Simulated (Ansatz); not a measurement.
# One crystal, many levels of theory: CS2NF5 (P-1)

Wanted: a ladder of band gaps for CS2NF5 (P-1), from density functionals to G0W0.

Main program and level: Ansatz 0.2.0; density functionals, hybrids and G0W0, plane waves, PAW.

## (1) The starting structure

The cell holds 18 atoms: 2 C, 4 S, 2 N and 10 F. Its edges and angles: a = 4.851 Å, b = 7.407 Å, c = 7.946 Å, α = 97.5°, β = 90.7°, γ = 91.9°. It derives from CS2NF5.

Geometry: measured cell, ions relaxed with PBE. The runs that relaxed it are not among those shown.

The logs state that the PAW files were generated under PBE.

## (2) LDA on the 6×4×4 mesh

This step: DFT, LDA, plane waves, PAW; PAW set soft_1.

input.yaml

```yaml
crystal:
  lattice:
    - [4.851, 0.0, 0.0]
    - [-0.2429962821, 7.4030130222, 0.0]
    - [-0.0929160701, -1.0366422871, 7.8775412009]
  atoms:
    - { symbol: C, position: [0.3704668563, 0.511281436, 0.7789674265] }
    - { symbol: C, position: [0.6295331437, 0.488718564, 0.2210325735] }
    - { symbol: S, position: [0.5069110792, 0.6743134807, 0.7030080864] }
    - { symbol: S, position: [0.4930889208, 0.3256865193, 0.2969919136] }
    - { symbol: S, position: [0.1123244275, 0.1912861656, 0.7728123248] }
    - { symbol: S, position: [0.8876755725, 0.8087138344, 0.2271876752] }
    - { symbol: "N", position: [0.2695326305, 0.3914099602, 0.8545470961] }
    - { symbol: "N", position: [0.7304673695, 0.6085900398, 0.1454529039] }
    - { symbol: F, position: [0.9498932602, 0.2824875867, 0.6277270521] }
    - { symbol: F, position: [0.0501067398, 0.7175124133, 0.3722729479] }
    - { symbol: F, position: [0.2661306003, 0.0907955868, 0.9117928285] }
    - { symbol: F, position: [0.7338693997, 0.9092044132, 0.0882071715] }
    - { symbol: F, position: [0.9605213198, -0.0004253749, 0.7012299471] }
    - { symbol: F, position: [0.0394786802, 1.0004253749, 0.2987700529] }
    - { symbol: F, position: [0.860244641, 0.2319621255, 0.89906027] }
    - { symbol: F, position: [0.139755359, 0.7680378745, 0.10093973] }
    - { symbol: F, position: [0.3582205304, 0.1401040865, 0.6410071536] }
    - { symbol: F, position: [0.6417794696, 0.8598959135, 0.3589928464] }
kpoints:
  mp_grid: { grid: [6, 4, 4] }
  band_path:
    path:
      - [0.0, 0.0, 0.0]
      - [-0.5, 0.0, 0.0]
      - [0.0, 0.0, -0.5]
      - [0.0, -0.5, 0.0]
      - [0.5, -0.5, 0.5]
      - [0.0, -0.5, 0.5]
      - [0.5, -0.5, 0.0]
      - [-0.5, 0.0, 0.5]
      - [0.0, -0.5, 0.25]
      - [0.1666666667, 0.25, 0.25]
    npoints: 1
hamiltonian:
  xc: lda
  pseudopotentials: { kind: paw, azcp: { folder: soft_1 }, xc_functional: pbe }
scf:
  occupations: { method: fixed }
  n_extra_bands: 10
output:
  eigenvalues: true
  forces: true
  stress: true
```

The run is started by

```
$ ansatz run input.yaml --threads 2 --pin off --max-ram 92160MiB --backend cuda --events-out ev --progress --plain --runs-dir out --devices 1 --max-vram 13GiB
```

Numbers of over 12 decimals in the logs are rounded to 6 here.

The log of the run:

```text
scf.n_extra_bands = 10 over 56 filled bands (N_el = 112.0): the run solves 66 bands
GPUs: using 1 of 1 available (devices: 1).
Engine: ansatz 0.2.0, x86_64-unknown-linux-gnu
Pseudopotentials: kind: paw
Pseudopotential: C, paw, valence charge 4, recommended cutoff 420 eV (normal), soft_1/C.paw.azcp
Pseudopotential: S, paw, valence charge 6, recommended cutoff 420 eV (normal), soft_1/S.paw.azcp
Pseudopotential: N, paw, valence charge 5, recommended cutoff 420 eV (normal), soft_1/N.paw.azcp
Pseudopotential: F, paw, valence charge 7, recommended cutoff 420 eV (normal), soft_1/F.paw.azcp
Functional definition: SPW92
  exchange = slater_x
  correlation = pw_c
device memory: the entry about to start is reckoned to put 4.4 GiB on a device that reports 51.1 GiB free (of which the cap on the GPU budget leaves the run 13.0 GiB)
GPU FFT provider: cuFFT
GPU libraries: cuBLAS 13.8.2, cuFFT 12.4.0, cuSOLVER 12.3.4
Crystal: 18 atoms, lattice volume = 282.898 Å³
Basis set: ecut = 420 eV, 5521 PW (Γ)
Bands: 66, of which v1, the nominal top of the filled ones, is band 56 counted from 1 (55 counted from 0)
Symmetry: 2 space group operations
Space group: P-1 (ITA 2), of the structure as read, at distance tolerance 6.6e-5 Å
k-points: 52 of 96
Non-local potential: C, projectors of the file, l = 0: 2, l = 1: 2, l = 2: 1
Non-local potential: S, projectors of the file, l = 0: 2, l = 1: 2, l = 2: 1
Non-local potential: N, projectors of the file, l = 0: 2, l = 1: 2, l = 2: 1
Non-local potential: F, projectors of the file, l = 0: 2, l = 1: 2, l = 2: 1
PAW form: soft (Blöchl's): semilocal exchange-correlation on the pseudo side does not see the compensation charge
PAW frozen core: C, regenerated for the run's functional, and the local potential with it (the file was generated under x = pbe(κ = 0.804, μ = 0.219515), c = pbe(β = 0.066725))
PAW frozen core: S, regenerated for the run's functional, and the local potential with it (the file was generated under x = pbe(κ = 0.804, μ = 0.219515), c = pbe(β = 0.066725))
PAW frozen core: N, regenerated for the run's functional, and the local potential with it (the file was generated under x = pbe(κ = 0.804, μ = 0.219515), c = pbe(β = 0.066725))
PAW frozen core: F, regenerated for the run's functional, and the local potential with it (the file was generated under x = pbe(κ = 0.804, μ = 0.219515), c = pbe(β = 0.066725))
PAW one-centre angular grid: C, 110 points (default); XC on 64 Gauss nodes
PAW one-centre angular grid: S, 110 points (default); XC on 64 Gauss nodes
PAW one-centre angular grid: N, 110 points (default); XC on 64 Gauss nodes
PAW one-centre angular grid: F, 110 points (default); XC on 64 Gauss nodes
Initial density: superposition of atomic densities (chi_scale 0.1, normalization cell, long waves 74 % of neutral atoms (reshape's long-wave potential 1.74 eV rms, cloud 1.62 Å wide))
Initial wavefunctions: pseudopotential atomic-orbital guess
GPU buffer pool allocated for 97200 grid points (all kernels)
GPU transforms: local potential and band sums: pruned to the plane-wave sphere, on 36×50×54
Functional: x = slater, c = lda
SCF iter   1: F=—  HF=-12654.115524 eV  |F-HF|=—  |Δ(HF+E_count)|=         —  Δρ=1.12e-1  dr2=4.93e1  ethr=3.10e-3  ⟨swp⟩=5.0  Hψ=14874  notcnv=0  defer=416
preconditioner: auto → Resta (q_TF=auto, 2.338 Å⁻¹)  ε∞=4.2  [insulator: Δε(μ)=1.805 eV  Ē_g=13.015 eV  n_scr=62 (ndim 8)  ℏωp=23.4 eV  f_vac=0.182  ε∞_Penn≈4.2]
SCF iter   2: F=—  HF=-12641.294122 eV  |F-HF|=—  |Δ(HF+E_count)|=    1.28e1  Δρ=4.86e-2  dr2=8.50e0  ethr=3.10e-3  ⟨swp⟩=5.2  Hψ=9226  notcnv=0  defer=416
SCF iter   3: F=—  HF=-12639.183519 eV  |F-HF|=—  |Δ(HF+E_count)|=    2.11e0  Δρ=2.28e-2  dr2=1.63e0  ethr=3.10e-3  ⟨swp⟩=3.0  Hψ=6379  notcnv=0  defer=374
SCF iter   4: F=—  HF=-12638.645943 eV  |F-HF|=—  |Δ(HF+E_count)|=   5.38e-1  Δρ=8.83e-3  dr2=2.13e-1  ethr=1.46e-3  ⟨swp⟩=3.0  Hψ=6574  notcnv=0  defer=416
SCF iter   5: F=—  HF=-12638.584012 eV  |F-HF|=—  |Δ(HF+E_count)|=   6.19e-2  Δρ=3.60e-3  dr2=6.15e-2  ethr=1.91e-4  ⟨swp⟩=2.7  Hψ=6490  notcnv=0  defer=416
SCF iter   6: F=—  HF=-12638.566047 eV  |F-HF|=—  |Δ(HF+E_count)|=   1.80e-2  Δρ=1.09e-3  dr2=5.14e-3  ethr=5.49e-5  ⟨swp⟩=3.0  Hψ=5818  notcnv=0  defer=416
SCF iter   7: F=—  HF=-12638.565624 eV  |F-HF|=—  |Δ(HF+E_count)|=   4.23e-4  Δρ=4.24e-4  dr2=4.22e-4  ethr=4.59e-6  ⟨swp⟩=2.2  Hψ=5129  notcnv=0  defer=416
SCF iter   8: F=—  HF=-12638.565530 eV  |F-HF|=—  |Δ(HF+E_count)|=   9.38e-5  Δρ=3.38e-4  dr2=1.95e-4  ethr=3.77e-7  ⟨swp⟩=2.0  Hψ=6747  notcnv=0  defer=416
SCF iter   9: F=—  HF=-12638.565586 eV  |F-HF|=—  |Δ(HF+E_count)|=   5.56e-5  Δρ=7.14e-5  dr2=1.31e-5  ethr=1.74e-7  ⟨swp⟩=2.0  Hψ=5616  notcnv=0  defer=416
SCF iter  10: F=—  HF=-12638.566024 eV  |F-HF|=—  |Δ(HF+E_count)|=   4.38e-4  Δρ=3.27e-5  dr2=2.19e-6  ethr=1.17e-8  ⟨swp⟩=3.0  Hψ=7776  notcnv=0  defer=414
SCF iter  11: F=—  HF=-12638.566024 eV  |F-HF|=—  |Δ(HF+E_count)|=   1.63e-7  Δρ=1.92e-5  dr2=8.20e-7  ethr=1.96e-9  ⟨swp⟩=2.0  Hψ=5822  notcnv=0  defer=414
SCF iter  12: F=-12638.566024 eV  HF=-12638.566024 eV  |F-HF|=1.00e-9  |Δ(HF+E_count)|=   7.81e-8  Δρ=4.94e-6  dr2=9.62e-8  ethr=8.93e-11  ⟨swp⟩=17.1  Hψ=24439  notcnv=0
SCF 1 converged in 12 iterations: F = -12638.566024 eV  dr2 = 9.62e-8
[...]
device memory: the entry about to start is reckoned to put 2.7 GiB on a device that reports 51.7 GiB free (of which the cap on the GPU budget leaves the run 13.0 GiB)
NSCF: frozen V_eff on 10 k-points
SCF converged after 12 iterations
Free energy (F): -12638.566024 eV
Harris-Foulkes:  -12638.566024 eV  (|F-HF|=1.00e-9)
Internal energy: -12638.566024 eV  (E = F + TS)
E sigma→0 (E₀):  -12638.566024 eV
Fermi energy:    0.559117 eV
--- Per-component energies (eV) ---
  E_band       = -986.210241
  E_kinetic    = 2823.110227
  E_local      = -11005.912500  (includes V_loc(G=0)·N_el)
  E_nonlocal   = 1152.421462
  E_hartree    = 4217.529567
  E_xc         = -1302.096156
  E_vxc        = -1554.026053  (∫ρ·V_xc dr)
  E_paw        = -4647.159856  (= ΣΔE_a)
  E_vpaw       = -836.883117  (= ΣTr[D̂ρ^β])
  E_aug_tail   = 0.008969  (compensation charges beyond the density's cutoff)
  E_ewald      = -3878.498795
  E_core_change = 2.031061  (= ΣΔE_core)
  E_smearing   = -0.000000  (= −TS)
  E_closure    = -0.000000  (closes the sum)
  Σ components = -12638.566024   (vs F -12638.566024, Δ=0.00e0)
--- Forces (eV/Å), atoms counted from 1 ---
  atom   1  C     -0.03295124    -0.12077332     0.16142116
  atom   2  C      0.03295124     0.12077332    -0.16142116
  atom   3  S     -0.18724531    -0.35463963     0.14940804
  atom   4  S      0.18724531     0.35463963    -0.14940804
  atom   5  S     -0.06433927    -0.10813357     0.04485189
  atom   6  S      0.06433927     0.10813357    -0.04485189
  atom   7  N     -0.02874318    -0.08636849    -0.56601539
  atom   8  N      0.02874318     0.08636849     0.56601539
  atom   9  F      0.37862014    -0.43580130     0.56517927
  atom  10  F     -0.37862014     0.43580130    -0.56517927
  atom  11  F     -0.39268153     0.41503368    -0.56734837
  atom  12  F      0.39268153    -0.41503368     0.56734837
  atom  13  F      0.34646824     0.69540499     0.27014707
  atom  14  F     -0.34646824    -0.69540499    -0.27014707
  atom  15  F      0.57193480    -0.11304935    -0.51971105
  atom  16  F     -0.57193480     0.11304935     0.51971105
  atom  17  F     -0.58143260     0.12132834     0.48660633
  atom  18  F      0.58143260    -0.12132834    -0.48660633
  max |Σ_I F_I| component: 0.00e0 eV/Å
--- Stress (GPa, compression-positive) ---
       -3.817708      -0.481847       0.206809
       -0.481847      -4.719384       0.531472
        0.206809       0.531471      -4.091113
  P = ⅓ Tr σ = -4.2094 GPa (-42.094 kbar)
--- Band table (eV; the first three rows and the last of 52) ---
  k-point 0: bands = [... 52 lower, -0.1940, -0.0953, 0.4724, 0.5289, 3.3761, 3.7151, 4.9866, 5.0972, ... 6 higher]
  k-point 1: bands = [... 52 lower, -0.2893, 0.0488, 0.4405, 0.5180, 3.4038, 3.6942, 4.8914, 5.2037, ... 6 higher]
  k-point 2: bands = [... 52 lower, -0.3345, 0.1559, 0.4176, 0.4846, 3.4352, 3.6707, 4.8443, 5.2486, ... 6 higher]
  k-point 51: bands = [... 52 lower, -0.4958, 0.2757, 0.4054, 0.4368, 3.5355, 3.5739, 5.1729, 5.2750, ... 6 higher]
```

Elapsed: 26 s, on 1 × NVIDIA H100 80GB HBM3 (shared by 6 runs) with 2 threads of AMD EPYC 7R13 (Zen 3), shared host; peak memory 0.98 GiB; 43 s of CPU time.

Numbers from this step:

```yaml
pressure: -4.209 GPa
gap: 2.754 eV
valence_top_at: k = (0.000, -0.500, 0.250)
conduction_bottom_at: k = (0.167, 0.250, 0.250)
least_direct_gap: 2.808 eV
```

Over mesh and listed points the gap is 2.754 eV, from k = (0.000, -0.500, 0.250) to k = (0.167, 0.250, 0.250). The least direct gap found is 2.808 eV, at k = (0.167, 0.250, 0.250). The pressure in this cell is -4 GPa; the cell is kept.

## (3) PBEsol on the 6×4×4 mesh

This step: DFT, PBEsol, plane waves, PAW; PAW set soft_1.

Changes to input.yaml since step 2:

```diff
@@ -40,3 +40,3 @@
 hamiltonian:
-  xc: lda
+  xc: pbesol
   pseudopotentials: { kind: paw, azcp: { folder: soft_1 }, xc_functional: pbe }
```

The log of the run:

```text
[...]
GPUs: using 1 of 1 available (devices: 1).
[...]
GPU FFT provider: cuFFT
GPU libraries: cuBLAS 13.8.2, cuFFT 12.4.0, cuSOLVER 12.3.4
Crystal: 18 atoms, lattice volume = 282.898 Å³
Basis set: ecut = 420 eV, 5521 PW (Γ), exchange–correlation on 72×100×108 points (8 copies of the dense FFT grid, shifted against one another)
Bands: 66, of which v1, the nominal top of the filled ones, is band 56 counted from 1 (55 counted from 0)
Symmetry: 2 space group operations
[...]
k-points: 52 of 96
[...]
GPU buffer pool allocated for 97200 grid points (all kernels)
[...]
SCF iter   1: F=—  HF=-12799.238240 eV  |F-HF|=—  |Δ(HF+E_count)|=         —  Δρ=1.10e-1  dr2=4.75e1  ethr=3.10e-3  ⟨swp⟩=5.0  Hψ=14885  notcnv=0  defer=416
[...]
atom   7  N     -0.06954587    -0.14622073    -0.19441827
  atom   8  N      0.06954587     0.14622073     0.19441827
[...]
atom  15  F      0.32075714    -0.04426100    -0.27002867
  atom  16  F     -0.32075714     0.04426100     0.27002867
  atom  17  F     -0.31151790     0.06810913     0.26762617
  atom  18  F      0.31151790    -0.06810913    -0.26762617
  max |Σ_I F_I| component: 0.00e0 eV/Å
--- Stress (GPa, compression-positive) ---
       -0.847690      -0.085851       0.062795
       -0.085850      -1.228881       0.191883
        0.062795       0.191882      -1.042616
  P = ⅓ Tr σ = -1.0397 GPa (-10.397 kbar)
--- Band table (eV; the first three rows and the last of 52) ---
  k-point 0: bands = [... 52 lower, 0.0320, 0.1312, 0.6914, 0.7459, 3.7093, 4.0239, 5.3577, 5.4501, ... 6 higher]
  k-point 1: bands = [... 52 lower, -0.0609, 0.2698, 0.6622, 0.7353, 3.7338, 4.0042, 5.2675, 5.5357, ... 6 higher]
  k-point 2: bands = [... 52 lower, -0.1055, 0.3720, 0.6409, 0.7045, 3.7618, 3.9821, 5.2229, 5.5634, ... 6 higher]
  k-point 51: bands = [... 52 lower, -0.2598, 0.4879, 0.6304, 0.6624, 3.8540, 3.8882, 5.5294, 5.5837, ... 6 higher]
[key lines of the parts left out:]
SCF converged after 13 iterations
Free energy (F): -12784.449579 eV
Fermi energy:    0.775593 eV
```

It took 24 s on 1 × NVIDIA H100 80GB HBM3 (shared by 6 runs) with 2 threads; peak memory 0.98 GiB.

Numbers from this step:

```yaml
pressure: -1.040 GPa
gap: 2.868 eV
valence_top_at: k = (0.000, -0.500, 0.250)
conduction_bottom_at: k = (0.167, 0.250, 0.250)
least_direct_gap: 2.918 eV
```

Over mesh and listed points the gap is 2.868 eV, from k = (0.000, -0.500, 0.250) to k = (0.167, 0.250, 0.250). The least direct gap found is 2.918 eV, at k = (0.167, 0.250, 0.250). PBEsol against LDA: 2.868 − 2.754 = +0.114 eV, with the same mesh, files and cutoff, and both edges at the same k points.

## (4) PBE on the 6×4×4 mesh

Levels along a band path and on the mesh show where this functional puts the band edges.

This step: DFT, PBE, plane waves, PAW; PAW set soft_1.

Changes to input.yaml since step 3:

```diff
@@ -28,18 +28,12 @@
     path:
-      - [0.0, 0.0, 0.0]
-      - [-0.5, 0.0, 0.0]
-      - [0.0, 0.0, -0.5]
-      - [0.0, -0.5, 0.0]
-      - [0.5, -0.5, 0.5]
-      - [0.0, -0.5, 0.5]
-      - [0.5, -0.5, 0.0]
-      - [-0.5, 0.0, 0.5]
-      - [0.0, -0.5, 0.25]
-      - [0.1666666667, 0.25, 0.25]
-    npoints: 1
+      - [[0.0, 0.0, 0.0], [-0.5, 0.0, 0.0]]
+      - [[0.0, 0.0, -0.5], [0.0, 0.0, 0.0], [0.0, -0.5, 0.0]]
+      - [[0.5, -0.5, 0.5], [0.0, 0.0, 0.0], [0.0, -0.5, 0.5]]
+      - [[0.5, -0.5, 0.0], [0.0, 0.0, 0.0], [-0.5, 0.0, 0.5]]
+    npoints: 10
 hamiltonian:
-  xc: pbesol
-  pseudopotentials: { kind: paw, azcp: { folder: soft_1 }, xc_functional: pbe }
+  xc: pbe
+  pseudopotentials: { kind: paw, azcp: { folder: soft_1 } }
 scf:
-  occupations: { method: fixed }
+  occupations: { method: fermi_dirac, width: 0.02 }
   n_extra_bands: 10
@@ -49 +43,5 @@
   stress: true
+  write_density: true
+  write_potential: true
+  elf: true
+  volumetric_format: npy
```

The log of the run:

```text
[...]
GPUs: using 1 of 1 available (devices: 1).
[...]
GPU FFT provider: cuFFT
GPU libraries: cuBLAS 13.8.2, cuFFT 12.4.0, cuSOLVER 12.3.4
Crystal: 18 atoms, lattice volume = 282.898 Å³
Basis set: ecut = 420 eV, 5521 PW (Γ), exchange–correlation on 72×100×108 points (8 copies of the dense FFT grid, shifted against one another)
[...]
k-point 0: bands = [... 52 lower, 0.0715, 0.1682, 0.7285, 0.7820, 3.7451, 4.0665, 5.4058, 5.4994, ... 6 higher]
  k-point 1: bands = [... 52 lower, -0.0200, 0.3035, 0.7001, 0.7715, 3.7706, 4.0471, 5.3175, 5.5830, ... 6 higher]
  k-point 2: bands = [... 52 lower, -0.0641, 0.4023, 0.6792, 0.7422, 3.7997, 4.0251, 5.2730, 5.6112, ... 6 higher]
  k-point 51: bands = [... 52 lower, -0.2168, 0.5185, 0.6683, 0.7000, 3.8940, 3.9314, 5.5774, 5.6325, ... 6 higher]
[key lines of the parts left out:]
SCF converged after 13 iterations
Free energy (F): -12950.657688 eV
Fermi energy:    2.257641 eV
P = ⅓ Tr σ = 1.2367 GPa (12.367 kbar)
```

Elapsed: 24 s, on 1 × NVIDIA H100 80GB HBM3 (shared by 6 runs) with 2 threads; peak memory 1.3 GiB.

Numbers from this step:

| Item | Value |
| --- | --- |
| pressure | 1.237 GPa |
| gap | 2.871 eV |
| valence top at | k = (0.000, -0.500, 0.250) |
| conduction bottom at | k = (0.167, 0.250, 0.250) |
| least direct gap | 2.921 eV |

Over mesh and path the gap is 2.871 eV, from k = (0.000, -0.500, 0.250) to k = (0.167, 0.250, 0.250). The least direct gap found is 2.921 eV, at k = (0.167, 0.250, 0.250). PBE against PBEsol: 2.871 − 2.868 = +0.003 eV, with the same mesh, files and cutoff, and both edges at the same k points.

## (5) r2SCAN on the 6×4×4 mesh

r2SCAN is a meta-GGA: it depends on the kinetic-energy density as well as on the density and its gradient.

This step: DFT, r2SCAN, plane waves, PAW; PAW set soft_1.

Changes to input.yaml since step 4:

```diff
@@ -28,12 +28,18 @@
     path:
-      - [[0.0, 0.0, 0.0], [-0.5, 0.0, 0.0]]
-      - [[0.0, 0.0, -0.5], [0.0, 0.0, 0.0], [0.0, -0.5, 0.0]]
-      - [[0.5, -0.5, 0.5], [0.0, 0.0, 0.0], [0.0, -0.5, 0.5]]
-      - [[0.5, -0.5, 0.0], [0.0, 0.0, 0.0], [-0.5, 0.0, 0.5]]
-    npoints: 10
+      - [0.0, 0.0, 0.0]
+      - [-0.5, 0.0, 0.0]
+      - [0.0, 0.0, -0.5]
+      - [0.0, -0.5, 0.0]
+      - [0.5, -0.5, 0.5]
+      - [0.0, -0.5, 0.5]
+      - [0.5, -0.5, 0.0]
+      - [-0.5, 0.0, 0.5]
+      - [0.0, -0.5, 0.25]
+      - [0.1666666667, 0.25, 0.25]
+    npoints: 1
 hamiltonian:
-  xc: pbe
+  xc: r2scan
   pseudopotentials: { kind: paw, azcp: { folder: soft_1 } }
 scf:
-  occupations: { method: fermi_dirac, width: 0.02 }
+  occupations: { method: fixed }
   n_extra_bands: 10
@@ -43,5 +49 @@
   stress: true
-  write_density: true
-  write_potential: true
-  elf: true
-  volumetric_format: npy
```

The log of the run:

```text
[...]
GPUs: using 1 of 1 available (devices: 1).
[...]
GPU FFT provider: cuFFT
GPU libraries: cuBLAS 13.8.2, cuFFT 12.4.0, cuSOLVER 12.3.4
Crystal: 18 atoms, lattice volume = 282.898 Å³
Basis set: ecut = 500 eV, 7187 PW (Γ), exchange–correlation on 144×240×240 points (64 copies of the dense FFT grid, shifted against one another)
[...]
k-point 0: bands = [... 52 lower, -0.2994, -0.1983, 0.3766, 0.4283, 3.8309, 4.1177, 5.5523, 5.6762, ... 6 higher]
  k-point 1: bands = [... 52 lower, -0.3981, -0.0533, 0.3454, 0.4191, 3.8527, 4.0988, 5.4867, 5.6963, ... 6 higher]
  k-point 2: bands = [... 52 lower, -0.4456, 0.0523, 0.3227, 0.3890, 3.8777, 4.0776, 5.4483, 5.7000, ... 6 higher]
  k-point 51: bands = [... 52 lower, -0.5984, 0.1680, 0.3137, 0.3459, 3.9626, 3.9840, 5.7308, 5.7332, ... 6 higher]
[key lines of the parts left out:]
SCF converged after 12 iterations
Free energy (F): -12983.378730 eV
Fermi energy:    0.459176 eV
P = ⅓ Tr σ = -2.5968 GPa (-25.968 kbar)
```

The job ended after 14 s (1 × NVIDIA H100 80GB HBM3 (shared by 6 runs) with 2 threads; peak memory 1.3 GiB; 23 s of CPU time).

Numbers from this step:

| Property | Result |
| --- | --- |
| pressure | -2.597 GPa |
| gap | 3.294 eV |
| valence top at | k = (0.000, -0.500, 0.250) |
| conduction bottom at | k = (0.167, 0.250, 0.250) |
| least direct gap | 3.345 eV |

Over mesh and listed points the gap is 3.294 eV, from k = (0.000, -0.500, 0.250) to k = (0.167, 0.250, 0.250). The least direct gap found is 3.345 eV, at k = (0.167, 0.250, 0.250). r2SCAN against PBE: 3.294 − 2.871 = +0.423 eV. The runs also differ in plane-wave cutoff (420 eV and 500 eV), so how much of this comes from the functional alone is not known.

[end of part 1 of 3]

[Paths, hosts, dates, memory and timing lines, banners, echoed tables and standing remarks are left out of the program output.]

[Logs are printed without paths, hosts, clocks, repeated set-up lines and the standing remarks that a program may print on its own settings, such as how far it seeks lower states.]

[Runs of the session that timed out or met a known fault of the program may be left out.]

[Cells called generated may have been cut or substituted from an entry of the Crystallography Open Database or the Materials Project.]

[Hosts, paths, dates, database ids (printed as entryN), source tags and the programs' standing remarks are cut or masked in the printed files.]

[Where an RPA ε∞ is given, it is that of the G0W0 mesh and is not shown converged in it. Names of k-points follow the symmetry that the program found, which can be lower than the space group named. Band edges on a path are those of the sampled points; other points can move an edge, and change direct to indirect where valleys lie close.]

[Hybrid gaps are those of their k-mesh and are not shown converged in it.]
